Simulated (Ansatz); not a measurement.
An input for Ansatz 0.2.0 (SrTiO3 (I4/mcm)):

```yaml
crystal:
  lattice:
    - [-2.7555, 2.7555, 3.898]
    - [2.7555, -2.7555, 3.898]
    - [2.7555, 2.7555, -3.898]
  atoms:
    - { symbol: Sr, position: [0.75, 0.25, 0.5] }
    - { symbol: Sr, position: [0.25, 0.75, 0.5] }
    - { symbol: Ti, position: [0.0, 0.0, 0.0] }
    - { symbol: Ti, position: [0.5, 0.5, 0.0] }
    - { symbol: O, position: [0.25, 0.25, 0.0] }
    - { symbol: O, position: [0.75, 0.75, 0.0] }
    - { symbol: O, position: [0.7451, 0.2451, 0.9902] }
    - { symbol: O, position: [0.2451, 0.2549, 0.5] }
    - { symbol: O, position: [0.2549, 0.7549, 0.0098] }
    - { symbol: O, position: [0.7549, 0.7451, 0.5] }
kpoints:
  mp_grid: { grid: [6, 6, 6] }
hamiltonian:
  xc: pbe
scf:
  occupations: { method: fixed }
  n_extra_bands: 81
output:
  optics: { e_range: [0, 25], de: 0.1, sigma: 0.2 }
```

```sh
ansatz run input.yaml --threads 3 --pin off --max-ram 92160MiB --backend cuda --events-out ev --progress --plain --runs-dir out --devices 1 --max-vram 13GiB  # rebuilt from the run's record
```

**Question.** Estimate wall time and host memory on 1 × NVIDIA H100 80GB HBM3 (shared by 6 runs) with 3 threads of AMD EPYC 7R13 (Zen 3), shared host.

It took 34 s; on shared hardware allow 17 s to 68 s. Peak host memory was 2.3 GiB.

[Paths, hosts, dates, memory and timing lines, banners, echoed tables and standing remarks are left out of the program output.]

[Logs are printed without paths, hosts, clocks, repeated set-up lines and the standing remarks that a program may print on its own settings, such as how far it seeks lower states.]

[Runs of the session that timed out or met a known fault of the program may be left out.]

[Cells called generated may have been cut or substituted from an entry of the Crystallography Open Database or the Materials Project.]

[Hosts, paths, dates, database ids (printed as entryN), source tags and the programs' standing remarks are cut or masked in the printed files.]
